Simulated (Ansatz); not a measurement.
# What KSrH3 (model cell, started as cubic perovskite with Sr in the octahedra) distorts into

Which phase does KSrH3 (model cell, started as cubic perovskite with Sr in the octahedra) fall into along its unstable mode, and how much energy does it gain?

Calculated with Ansatz 0.2.0; DFT PBEsol, scalar-relativistic, plane waves, PAW; PAW set soft_1.

The structure was built from a prototype and need not be the compound's stable phase.

### Step 1. The structure

Symmetry: Pm-3m, No. 221, cubic system. Conventional cell: a = 4.721 Å, b = 4.721 Å, c = 4.721 Å, α = 90.00°, β = 90.00°, γ = 90.00°. Nearest to K lie 12 H at 3.34 Å. Nearest to Sr lie 6 H at 2.36 Å. Nearest to H lie 2 Sr at 2.36 Å. Farther neighbours are not listed.

### Step 2. Phonons on a q mesh

The cell comes from relaxations at this level that are not shown. Stability and thermal properties need the whole zone. Linear response on a 2×2×2 q mesh gives force constants as far as a supercell of that size would, and the tensors from the zone-centre run are typed in so that the long-range dipole term is interpolated apart.

input.yaml reads:

```yaml
crystal:
  lattice:
    - [4.7212170871, 0.0, 0.0]
    - [0.0, 4.7212170871, 0.0]
    - [0.0, 0.0, 4.7212170871]
  atoms:
    - { symbol: K, position: [0.0, 0.0, 0.0] }
    - { symbol: Sr, position: [0.5, 0.5, 0.5] }
    - { symbol: H, position: [0.5, 0.5, 0.0] }
    - { symbol: H, position: [0.5, 0.0, 0.5] }
    - { symbol: H, position: [0.0, 0.5, 0.5] }
kpoints:
  mp_grid: { grid: [4, 4, 4] }
hamiltonian:
  xc: pbesol
  pseudopotentials: { kind: paw, azcp: { folder: soft_1 }, xc_functional: pbe }
scf:
  occupations: { method: fixed }
output:
  eigenvalues: true
phonons:
  method: dfpt
  qmesh: [2, 2, 2]
  temperatures: { t_max: 1000, t_step: 50 }
  qpath:
    path:
      - [[0.0, 0.0, 0.0], [0.0, 0.5, 0.0], [0.5, 0.5, 0.0], [0.0, 0.0, 0.0], [0.5, 0.5, 0.5], [0.0, 0.5, 0.0]]
      - [[0.5, 0.5, 0.5], [0.5, 0.5, 0.0]]
    npoints: 10
  non_analytic_term:
    high_frequency_dielectric_tensor: [[3.1492, 0.0, 0.0], [0.0, 3.1492, 0.0], [0.0, 0.0, 3.1492]]
    born_effective_charges:
      - { species: K, tensor: [[1.1875, 0.0, 0.0], [0.0, 1.1875, 0.0], [0.0, 0.0, 1.1875]] }
      - { species: Sr, tensor: [[1.7231, 0.0, 0.0], [0.0, 1.7231, 0.0], [0.0, 0.0, 1.7231]] }
      - { species: H, tensor: [[-0.9111, 0.0, 0.0], [0.0, -0.9111, 0.0], [0.0, 0.0, -1.0884]] }
      - { species: H, tensor: [[-0.9111, 0.0, 0.0], [0.0, -1.0884, 0.0], [0.0, 0.0, -0.9111]] }
      - { species: H, tensor: [[-1.0884, 0.0, 0.0], [0.0, -0.9111, 0.0], [0.0, 0.0, -0.9111]] }
    source: "zone-centre run at this cell"
```

The run is started by

```bash
ansatz run input.yaml --threads 4 --pin off --max-ram 16384MiB --backend cpu --events-out ev --progress --plain --runs-dir out
```

Numbers of over 12 decimals in the logs are rounded to 6 here.

The log of the run:

```text
Engine: ansatz 0.2.0, aarch64-unknown-linux-gnu
Pseudopotentials: kind: paw
Pseudopotential: K, paw, valence charge 9, recommended cutoff 420 eV (normal), soft_1/K.paw.azcp
Pseudopotential: Sr, paw, valence charge 10, recommended cutoff 420 eV (normal), soft_1/Sr.paw.azcp
Pseudopotential: H, paw, valence charge 1, recommended cutoff 420 eV (normal), soft_1/H.paw.azcp
Functional definition: PBEsol
  exchange = pbesol_x
  correlation = pbesol_c
Crystal: 5 atoms, lattice volume = 105.235 Å³
Basis set: ecut = 420 eV, 2103 PW (Γ), exchange–correlation on 64×64×64 points (8 copies of the dense FFT grid, shifted against one another)
Bands: 16, of which v1, the nominal top of the filled ones, is band 11 counted from 1 (10 counted from 0)
Symmetry: 48 space group operations
k-points: 10 of 64
Non-local potential: K, projectors of the file, l = 0: 3, l = 1: 2, l = 2: 2
Non-local potential: Sr, projectors of the file, l = 0: 3, l = 1: 2, l = 2: 2
Non-local potential: H, projectors of the file, l = 0: 2, l = 1: 1
PAW form: soft (Blöchl's): semilocal exchange-correlation on the pseudo side does not see the compensation charge
PAW frozen core: K, regenerated for the run's functional, and the local potential with it (the file was generated under x = pbe(κ = 0.804, μ = 0.219515), c = pbe(β = 0.066725))
PAW frozen core: Sr, regenerated for the run's functional, and the local potential with it (the file was generated under x = pbe(κ = 0.804, μ = 0.219515), c = pbe(β = 0.066725))
PAW one-centre angular grid: K, 110 points (default); XC on 64 Gauss nodes
PAW one-centre angular grid: Sr, 110 points (default); XC on 64 Gauss nodes
PAW one-centre angular grid: H, 110 points (default); XC on 64 Gauss nodes
Initial density: superposition of atomic densities (chi_scale 0.1, normalization cell, long waves kept (reshape's long-wave potential 0.01 eV rms))
Initial wavefunctions: pseudopotential atomic-orbital guess
Functional: x = pbesol(κ = 0.804, μ = 0.123457), c = pbesol(β = 0.046)
SCF iter   1: F=—  HF=-5057.807194 eV  |F-HF|=—  |Δ(HF+E_count)|=         —  Δρ=4.70e-2  dr2=3.20e0  ethr=3.10e-3  ⟨swp⟩=6.1  Hψ=843  notcnv=0  defer=12
preconditioner: auto → Resta (q_TF=auto, 2.102 Å⁻¹)  ε∞=2.1  [insulator: Δε(μ)=3.623 eV  Ē_g=14.570 eV  n_scr=18 (ndim 8)  ℏωp=15.4 eV  f_vac=0.000  ε∞_Penn≈2.1]
SCF iter   2: F=—  HF=-5056.855991 eV  |F-HF|=—  |Δ(HF+E_count)|=   9.51e-1  Δρ=1.70e-2  dr2=5.70e-1  ethr=3.10e-3  ⟨swp⟩=2.4  Hψ=308  notcnv=0  defer=22
SCF iter   3: F=—  HF=-5056.696863 eV  |F-HF|=—  |Δ(HF+E_count)|=   1.59e-1  Δρ=3.71e-3  dr2=1.38e-2  ethr=2.59e-3  ⟨swp⟩=2.8  Hψ=229  notcnv=0  defer=23
SCF iter   4: F=—  HF=-5056.700433 eV  |F-HF|=—  |Δ(HF+E_count)|=   3.57e-3  Δρ=3.87e-4  dr2=3.09e-4  ethr=6.28e-5  ⟨swp⟩=3.4  Hψ=239  notcnv=0  defer=23
SCF iter   5: F=—  HF=-5056.700583 eV  |F-HF|=—  |Δ(HF+E_count)|=   1.50e-4  Δρ=9.76e-5  dr2=5.92e-6  ethr=1.41e-6  ⟨swp⟩=2.5  Hψ=271  notcnv=0  defer=24
SCF iter   6: F=—  HF=-5056.700587 eV  |F-HF|=—  |Δ(HF+E_count)|=   3.96e-6  Δρ=1.79e-5  dr2=2.52e-7  ethr=2.69e-8  ⟨swp⟩=2.1  Hψ=256  notcnv=0  defer=22
SCF iter   7: F=—  HF=-5056.700584 eV  |F-HF|=—  |Δ(HF+E_count)|=   2.96e-6  Δρ=1.92e-6  dr2=5.31e-9  ethr=1.15e-9  ⟨swp⟩=2.0  Hψ=254  notcnv=0  defer=19
SCF iter   8: F=—  HF=-5056.700584 eV  |F-HF|=—  |Δ(HF+E_count)|=   4.26e-9  Δρ=3.54e-7  dr2=1.36e-10  ethr=2.41e-11  ⟨swp⟩=2.2  Hψ=260  notcnv=0  defer=19
SCF iter   9: F=-5056.700584 eV  HF=-5056.700584 eV  |F-HF|=1.82e-12  |Δ(HF+E_count)|=  2.72e-10  Δρ=6.08e-8  dr2=3.84e-12  ethr=1.00e-12  ⟨swp⟩=15.8  Hψ=1411  notcnv=0
SCF 1 converged in 9 iterations: F = -5056.700584 eV  dr2 = 3.84e-12
  greatest PAW one-centre occupation: 0.987 electrons in one spin orbital (limit 2), on the Sr atom at site 1 (counted from 0), in its partial waves of l = 0
NSCF: frozen V_eff on 10 k-points
NSCF: frozen V_eff on 27 k-points
DFPT response loops at q = (0, 0, 0) (fractional): preconditioner auto → none (the input reference at scf.mixing.eps_inf says where Resta's filter doesn't serve); β = 0.50; Broyden in place of MSR1
NSCF: frozen V_eff on 54 k-points
DFPT response loops at q = (0, 0, -0.5) (fractional): preconditioner auto → Resta (q_TF=auto, 2.102 Å⁻¹)  ε∞=4.9 (no band partly filled); β = 1.00, the filter's whole step (`scf.mixing.beta` (0.50) is not read by the response loops at its default; to damp them type it under 1.00, their step now; it binds the ground state too); Broyden in place of MSR1
NSCF: frozen V_eff on 54 k-points
DFPT response loops at q = (0, -0.5, -0.5) (fractional): mixed as the last ones told, above
NSCF: frozen V_eff on 54 k-points
DFPT response loops at q = (-0.5, -0.5, -0.5) (fractional): mixed as the last ones told, above
SCF converged after 9 iterations
Free energy (F): -5056.700584 eV
Harris-Foulkes:  -5056.700584 eV  (|F-HF|=1.82e-12)
Internal energy: -5056.700584 eV  (E = F + TS)
E sigma→0 (E₀):  -5056.700584 eV
Fermi energy:    1.761709 eV
--- Per-component energies (eV) ---
  E_band       = -257.269241
  E_kinetic    = 525.715024
  E_local      = -1430.003140  (includes V_loc(G=0)·N_el)
  E_nonlocal   = 249.913890
  E_hartree    = 412.329186
  E_xc         = -332.909073
  E_vxc        = -352.562312  (∫ρ·V_xc dr)
  E_paw        = -3403.635335  (= ΣΔE_a)
  E_vpaw       = -74.988354  (= ΣTr[D̂ρ^β])
  E_aug_tail   = -0.002737  (compensation charges beyond the density's cutoff)
  E_ewald      = -1078.350632
  E_core_change = 0.242233  (= ΣΔE_core)
  E_smearing   = -0.000000  (= −TS)
  E_closure    = 0.000000  (closes the sum)
  Σ components = -5056.700584   (vs F -5056.700584, Δ=0.00e0)
--- Band table (eV; the first three rows and the last of 10) ---
  k-point 0: bands = [... 7 lower, -11.1509, -0.9675, 1.0192, 1.0192, 8.0876, 8.0876, 8.0876, 8.5434, ... 1 higher]
  k-point 1: bands = [... 7 lower, -11.1513, -0.5702, 1.1063, 1.1643, 7.0747, 7.5041, 7.5041, 7.8796, ... 1 higher]
  k-point 2: bands = [... 7 lower, -11.1517, -0.0571, 1.1933, 1.1997, 6.9701, 7.1325, 7.1325, 7.2774, ... 1 higher]
  k-point 9: bands = [... 7 lower, -11.1834, 1.7617, 1.7617, 1.7617, 5.2404, 5.2404, 5.2404, 7.7093, ... 1 higher]
--- Phonons (Γ-DFPT): 4 representative perturbations + reference (Σ response iterations 14) ---
  ASR residual: 1.878e-4 → 0.000e0 eV/Å²; symmetrization residual: 3.652e-7 eV/Å²
  ASR residual per site (eV/Å²): 5.03e-5 1.88e-4 1.94e-5 1.94e-5 1.94e-5
  Γ frequencies (cm⁻¹): -178.36 -178.36 -178.36 -116.24 -116.24 -116.24 0.00 0.00 0.00 218.03 218.03 218.03 1148.75 1148.75 1148.75
--- Phonons (arbitrary-q DFPT): 4 irreducible q on the 2×2×2 mesh ---
  q = [0.0000, 0.0000, 0.0000] (star 1, of the zone-centre solve; hermiticity 1.29e-7, symmetrization 2.06e-13): -178.36 -178.36 -178.36 -116.24 -116.24 -116.24 -0.00 -0.00 -0.00 218.03 218.03 218.03 1148.75 1148.75 1148.75
  q = [0.0000, 0.0000, -0.5000] (star 3, 9 solved perturbations in 216 linear systems a pass and spin channel, the states on 27 of 64 k-point pairs; hermiticity 1.06e-7, symmetrization 2.22e-9): -109.31 -109.31 -55.65 -55.65 95.81 116.67 123.08 123.08 159.26 240.98 240.98 549.14 1147.81 1147.81 1264.10
  q = [0.0000, -0.5000, -0.5000] (star 3, 9 solved perturbations in 216 linear systems a pass and spin channel, the states on 27 of 64 k-point pairs; hermiticity 1.34e-7, symmetrization 3.09e-9): -345.46 -96.86 -96.86 41.36 72.85 115.37 115.37 234.88 234.88 340.08 340.08 575.87 1146.85 1189.42 1287.19
  q = [-0.5000, -0.5000, -0.5000] (star 1, 4 solved perturbations in 81 linear systems a pass and spin channel, the states on 27 of 64 k-point pairs; hermiticity 7.64e-8, symmetrization 1.84e-9): -353.77 -353.77 -353.77 -52.01 -52.01 -52.01 140.52 140.52 140.52 528.93 528.93 528.93 1188.88 1188.88 1303.22
  sum rule: each row above includes the acoustic sum rule's correction from the zone centre's row sums; it moved no ω² by more than (2.29 cm⁻¹)²
  mesh force constants: q→R imaginary residual 8.07e-18; ASR residual 1.878e-4 → 0.000e0 eV/Å²; symmetrization residual 3.553e-15 eV/Å²
  interpolated dispersion: 63 rows × 15 modes
  density of states and harmonic sums: on the 14×14×14 q-mesh, interpolated from the force constants of a 2×2×2 supercell (with the dipole–dipole term of supplied tensors)
  largest difference from the sums on the solved wave vectors: F 4.00e-2 eV, S 6.19e-5 and C_V 3.22e-5 eV/K
  zero-point energy: 0.328098 eV/cell   skipped modes (ω ≤ 0): 564, of them read as no rigid motion or as one in doubt: 561 (4.667e0 modes/cell left out, lowest -353.77 cm⁻¹)   left out of the sums: 3.11e-1 of the cell's modes: C_V's classical limit lies that fraction below 3 k_B per atom; for a crystal, a wire or a layer, F and S can be off by more, and a phonons.interpolated_qmesh denser along its periods is the remedy for the sampling
```

Elapsed: 28 s, on 4 threads of Arm Neoverse V1, shared host; peak memory 0.52 GiB; 1.7 min of CPU time.

In the SCF lines HF is the Harris–Foulkes energy and dr2 the Hartree energy of the density residual, in eV; the loop may stop once dr2 is under the threshold and the program's other checks hold. Hψ counts applications of the Hamiltonian.

A gap read on the k-mesh alone can miss the band edges.

Numbers from this step:

- gap on the k-mesh: 2.524 eV
- volume per atom: 21.05 Å³
- sum-rule residual before enforcement: 1.88e-4 eV/Å²
- lowest frequency on the path: -353.8 cm⁻¹
- point group: m-3m
- highest frequency on the path or at a solved wavevector: 1303 cm⁻¹
- highest optical mode at the zone centre (no LO-TO term): 1149 cm⁻¹
- lowest optical zone-centre mode: -178.4 cm⁻¹
- lowest mode on the q mesh (acoustic modes at Γ apart): -353.8 cm⁻¹

Frequencies (cm⁻¹) solved at each irreducible wavevector; negative means imaginary. Frequencies by wavevector, by row:

| q in reciprocal lattice units | star | mode 1 | mode 2 | mode 3 | mode 4 | mode 13 | mode 14 | mode 15 |
| --- | --- | --- | --- | --- | --- | --- | --- | --- |
| 0 0 0 | 1 | -178.4 | -178.4 | -178.4 | -116.2 | 1149 | 1149 | 1149 |
| 0 0 -0.5 | 3 | -109.3 | -109.3 | -55.6 | -55.6 | 1148 | 1148 | 1264 |
| 0 -0.5 -0.5 | 3 | -345.5 | -96.9 | -96.9 | 41.4 | 1147 | 1189 | 1287 |
| -0.5 -0.5 -0.5 | 1 | -353.8 | -353.8 | -353.8 | -52 | 1189 | 1189 | 1303 |

Interpolated from a 2×2×2 q mesh, with the LO-TO term (at Γ the limit along the path; where Γ stands inside the path, tables give the limit on arrival). Phonon branches along the path, in cm⁻¹:

| point | branch 1 | branch 2 | branch 3 | branch 4 | branch 12 | branch 13 | branch 14 | branch 15 |
| --- | --- | --- | --- | --- | --- | --- | --- | --- |
| Γ | -178 | -178 | -178 | -116 | 514 | 1149 | 1149 | 1229 |
| halfway | -130 | -130 | -80 | -80 | 532 | 1148 | 1148 | 1246 |
| X | -109 | -109 | -56 | -56 | 549 | 1148 | 1148 | 1264 |
| halfway | -266 | -93 | -70 | -27 | 564 | 1147 | 1174 | 1271 |
| M | -346 | -97 | -97 | 41 | 576 | 1147 | 1189 | 1287 |
| halfway | -234 | -100 | -70 | -44 | 549 | 1148 | 1168 | 1253 |
| Γ | -178 | -178 | -178 | -116 | 514 | 1149 | 1149 | 1229 |
| halfway | -247 | -215 | -215 | -42 | 546 | 1168 | 1168 | 1260 |
| R | -354 | -354 | -354 | -52 | 529 | 1189 | 1189 | 1303 |
| halfway | -278 | -251 | -223 | -47 | 553 | 1169 | 1177 | 1278 |
| X | -109 | -109 | -56 | -56 | 549 | 1148 | 1148 | 1264 |
| jump to R | -354 | -354 | -354 | -52 | 529 | 1189 | 1189 | 1303 |
| halfway | -350 | -267 | -267 | -48 | 552 | 1172 | 1189 | 1292 |
| M | -346 | -97 | -97 | 41 | 576 | 1147 | 1189 | 1287 |

Symmetry leaves 4 wavevectors to solve. The lowest mode among them, the acoustic zeros apart, lies at q = (-0.5, -0.5, -0.5) and is imaginary, 353.8i cm⁻¹, so the energy falls along it.

### Step 3. The mode frozen in, largest atomic shift 0 Å

The mode followed lies at q = (-0.5, -0.5, -0.5) with frequency 353.8i cm⁻¹ and is 3-fold degenerate, the softest among the wavevectors solved. At small amplitude the distorted cell has space group no. 140 by a symmetry search on the positions. The undistorted cell that holds it gives the zero of energy on the same k mesh.

System of this step: KSrH3 (model cell, started as cubic perovskite with Sr in the octahedra). Symmetry: Pm-3m, No. 221, cubic system. The conventional cell has a = 4.721 Å, b = 4.721 Å, c = 4.721 Å, α = 90.00°, β = 90.00°, γ = 90.00°. K has 12 H at 3.34 Å nearest. Sr has 6 H at 2.36 Å nearest. H has 2 Sr at 2.36 Å nearest. Farther neighbours are not listed.

input.yaml reads:

```yaml
crystal:
  lattice:
    - [4.7212170871, 4.7212170871, 0.0]
    - [4.7212170871, 0.0, 4.7212170871]
    - [4.7212170871, 0.0, -4.7212170871]
  atoms:
    - { symbol: K, position: [0.0, 0.5, 0.5] }
    - { symbol: K, position: [0.0, 0.0, 0.0] }
    - { symbol: Sr, position: [0.5, 0.25, 0.75] }
    - { symbol: Sr, position: [0.5, 0.75, 0.25] }
    - { symbol: H, position: [0.5, 0.5, 0.5] }
    - { symbol: H, position: [0.5, 0.0, 0.0] }
    - { symbol: H, position: [0.0, 0.0, 0.5] }
    - { symbol: H, position: [0.0, 0.5, 0.0] }
    - { symbol: H, position: [0.5, 0.5, 0.0] }
    - { symbol: H, position: [0.5, 0.0, 0.5] }
kpoints:
  mp_grid: { grid: [4, 4, 4] }
hamiltonian:
  xc: pbesol
  pseudopotentials: { kind: paw, azcp: { folder: soft_1 }, xc_functional: pbe }
scf:
  occupations: { method: gaussian, width: 0.02 }
output:
  forces: true
  stress: true
  eigenvalues: true
```

The log of the run:

```text
[...]
Crystal: 10 atoms, lattice volume = 210.471 Å³
Basis set: ecut = 420 eV, 4111 PW (Γ), exchange–correlation on 90×90×90 points (8 copies of the dense FFT grid, shifted against one another)
Bands: 32, of which v1, the nominal top of the filled ones, is band 22 counted from 1 (21 counted from 0)
Symmetry: 96 space group operations
[...]
k-points: 8 of 64
[...]
k-point 0: bands = [... 18 lower, 1.0198, 1.7623, 1.7623, 1.7623, 5.2408, 5.2408, 5.2408, 7.7099, ... 3 higher]
  k-point 1: bands = [... 18 lower, 1.1305, 1.2347, 1.6531, 1.6531, 5.1215, 5.4937, 5.4937, 6.8074, ... 3 higher]
  k-point 2: bands = [... 18 lower, 1.3929, 1.3929, 1.3929, 1.3929, 5.5024, 5.5024, 6.2461, 6.2461, ... 3 higher]
  k-point 7: bands = [... 18 lower, 1.3674, 1.3674, 1.4076, 1.4076, 5.1495, 5.1495, 6.8908, 6.8908, ... 3 higher]
[key lines of the parts left out:]
SCF converged after 7 iterations
Free energy (F): -10113.401605 eV
Fermi energy:    3.023898 eV
P = ⅓ Tr σ = -0.0085 GPa (-0.085 kbar)
```

Run time: 1.1 s. Hardware: 4 threads; peak memory 0.5 GiB; 3.8 s of CPU time.

Numbers from this step:

```
pressure                         : -0.008459 GPa
gap on the k-mesh                : 2.523 eV
energy from the undistorted cell : 0 meV/atom
```

At this level the gap is 2.52 eV on the k-mesh of the self-consistent run, which can miss the band edges.

### Step 4. The mode frozen in, largest atomic shift 0.6 Å

The atoms are moved along the unstable eigenvector, the largest shift by 0.6 Å, with the cell fixed.

input.yaml, the sections that differ from step 3:

```yaml
crystal:
  lattice:
    - [4.7212170871, 4.7212170871, 0.0]
    - [4.7212170871, 0.0, 4.7212170871]
    - [4.7212170871, 0.0, -4.7212170871]
  atoms:
    - { symbol: K, position: [0.0, 0.5, 0.5] }
    - { symbol: K, position: [0.0, 0.0, 0.0] }
    - { symbol: Sr, position: [0.5, 0.25, 0.75] }
    - { symbol: Sr, position: [0.5, 0.75, 0.25] }
    - { symbol: H, position: [0.5, 0.563542937, 0.563542937] }
    - { symbol: H, position: [0.5, -0.063542937, -0.063542937] }
    - { symbol: H, position: [0.0, 0.0, 0.5] }
    - { symbol: H, position: [0.0, 0.5, 0.0] }
    - { symbol: H, position: [0.5, 0.436457063, 0.063542937] }
    - { symbol: H, position: [0.5, 0.063542937, 0.436457063] }
# kpoints, hamiltonian, scf, output: as in step 3
```

The log of the run:

```text
[...]
Crystal: 10 atoms, lattice volume = 210.471 Å³
Basis set: ecut = 420 eV, 4111 PW (Γ), exchange–correlation on 90×90×90 points (8 copies of the dense FFT grid, shifted against one another)
Bands: 32, of which v1, the nominal top of the filled ones, is band 22 counted from 1 (21 counted from 0)
Symmetry: 16 space group operations
[...]
k-points: 13 of 64
[...]
k-point 0: bands = [... 18 lower, 1.0393, 1.6720, 1.7992, 1.7992, 5.2347, 5.2347, 5.2376, 7.6447, ... 5 higher]
  k-point 1: bands = [... 18 lower, 1.0829, 1.2741, 1.6193, 1.6882, 5.1559, 5.4667, 5.4742, 6.8545, ... 5 higher]
  k-point 2: bands = [... 18 lower, 1.2683, 1.2683, 1.4685, 1.4685, 5.5524, 5.5524, 6.0077, 6.0077, ... 5 higher]
  k-point 12: bands = [... 18 lower, 0.9880, 1.1246, 1.7415, 1.7415, 4.8193, 6.6734, 6.6734, 6.9745, ... 5 higher]
[key lines of the parts left out:]
SCF converged after 7 iterations
Free energy (F): -10113.580958 eV
Fermi energy:    3.041944 eV
P = ⅓ Tr σ = -0.5625 GPa (-5.625 kbar)
```

Elapsed: 1.6 s, on 4 threads; peak memory 0.53 GiB.

This step gave:

- pressure: -0.5625 GPa
- gap on the k-mesh: 2.485 eV
- energy from the undistorted cell: -17.93 meV/atom

The energy, extrapolated to zero smearing, is -17.93 meV/atom against the undistorted cell.

The run ends at a pressure of -0.56 GPa, with forces up to 0.035 eV/Å.

### Step 5. Energy along the mode, all amplitudes (two of the runs are shown above)

An imaginary frequency means negative curvature, so the energy should fall and then rise again as anharmonic terms take over.

This step gave:

| Quantity | Value |
| --- | --- |
| depth at the lowest point sampled | 17.93 meV/atom |
| largest atomic shift at that point | 0.6 Å |

The energy from the parent by largest atomic shift:

| largest atomic shift (Å) | energy from the parent (meV/atom) |
| --- | --- |
| 0.000 | 0 |
| 0.040 | -0.148 |
| 0.080 | -0.588 |
| 0.140 | -1.77 |
| 0.220 | -4.18 |
| 0.320 | -8.13 |
| 0.450 | -13.6 |
| 0.600 | -17.9 |

Displacement at unit largest shift by atom:

| atom | x (Å) | y (Å) | z (Å) | size |
| --- | --- | --- | --- | --- |
| K1 | 0.00 | 0.00 | 0.00 | 0.00 |
| K2 | 0.00 | 0.00 | 0.00 | 0.00 |
| Sr3 | 0.00 | 0.00 | 0.00 | 0.00 |
| Sr4 | 0.00 | 0.00 | 0.00 | 0.00 |
| H5 | 1.00 | 0.00 | 0.00 | 1.00 |
| H6 | -1.00 | 0.00 | 0.00 | 1.00 |
| H7 | 0.00 | 0.00 | 0.00 | 0.00 |
| H8 | 0.00 | 0.00 | 0.00 | 0.00 |
| H9 | 0.00 | 0.00 | -1.00 | 1.00 |
| H10 | 0.00 | 0.00 | 1.00 | 1.00 |

The lowest of the steps tried is the last one, at 0.6 Å, 17.9 meV/atom below the parent; the bottom of the well need not coincide with a step.

(Part 1 of 3 ends here.)

[Logs are printed without paths, hosts, clocks, repeated set-up lines and the standing remarks that a program may print on its own settings, such as how far it seeks lower states.]

[Hosts, paths, dates, database ids (printed as entryN), source tags and the programs' standing remarks are cut or masked in the printed files.]
